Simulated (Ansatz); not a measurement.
Two G0W0 runs on KBaBiWO6 (F-43m).

```
K Ba Bi W O
1.0
     0.00000    4.29939    4.29939
     4.29939    0.00000    4.29939
     4.29939    4.29939    0.00000
K Ba Bi W O
1 1 1 1 6
Cartesian
  6.4491 6.4491 6.4491
  2.1497 2.1497 2.1497
  0.0000 0.0000 0.0000
  4.2994 4.2994 4.2994
  2.3589 4.2994 4.2994
  6.2399 4.2994 4.2994
  4.2994 4.2994 6.2399
  4.2994 4.2994 2.3589
  4.2994 2.3589 4.2994
  4.2994 6.2399 4.2994
```

The cell is the Materials Project's (PBE, PBE+U or r2SCAN) relaxed one; the ions were relaxed with PBE or PBE+U in the database cell. Spin-orbit coupling is left out unless a run names it.

The first (Ansatz 0.2.0; start PBE with 30 % exact exchange, 2×2×2 mesh, 663 empty bands, screening to 150 eV, PAW set soft_1 files; 1 × NVIDIA H100 80GB HBM3 (shared by 6 runs) with 2 threads of AMD EPYC 7R13 (Zen 3), shared host) gave, on its mesh: starting gap 4.24 eV, G0W0 gap 3.75 eV, RPA ε∞ (mean) 4.34, 43 s.

The second gave: starting gap 2.53 eV, G0W0 gap 2.75 eV, RPA ε∞ (mean) 6.67, 44 s.

Question: What was changed in the input? Choose among start, files, mesh, bands and cutoff, frequency model or another key.

Changed: start from PBE with 30 % exact exchange to PBE+U(W-d,10). A jump of this size in the start, with ε∞ moving the other way, marks another functional. Other changes could give like numbers; this is the one that was made.

Limits: not at the basis limit; no spin-orbit coupling; coarse k mesh.

[Paths, hosts, dates, memory and timing lines, banners, echoed tables and standing remarks are left out of the program output.]

[Logs are printed without paths, hosts, clocks, repeated set-up lines and the standing remarks that a program may print on its own settings, such as how far it seeks lower states.]

[Runs of the session that timed out or met a known fault of the program may be left out.]

[Cells called generated may have been cut or substituted from an entry of the Crystallography Open Database or the Materials Project.]

[Hosts, paths, dates, database ids (printed as entryN), source tags and the programs' standing remarks are cut or masked in the printed files.]
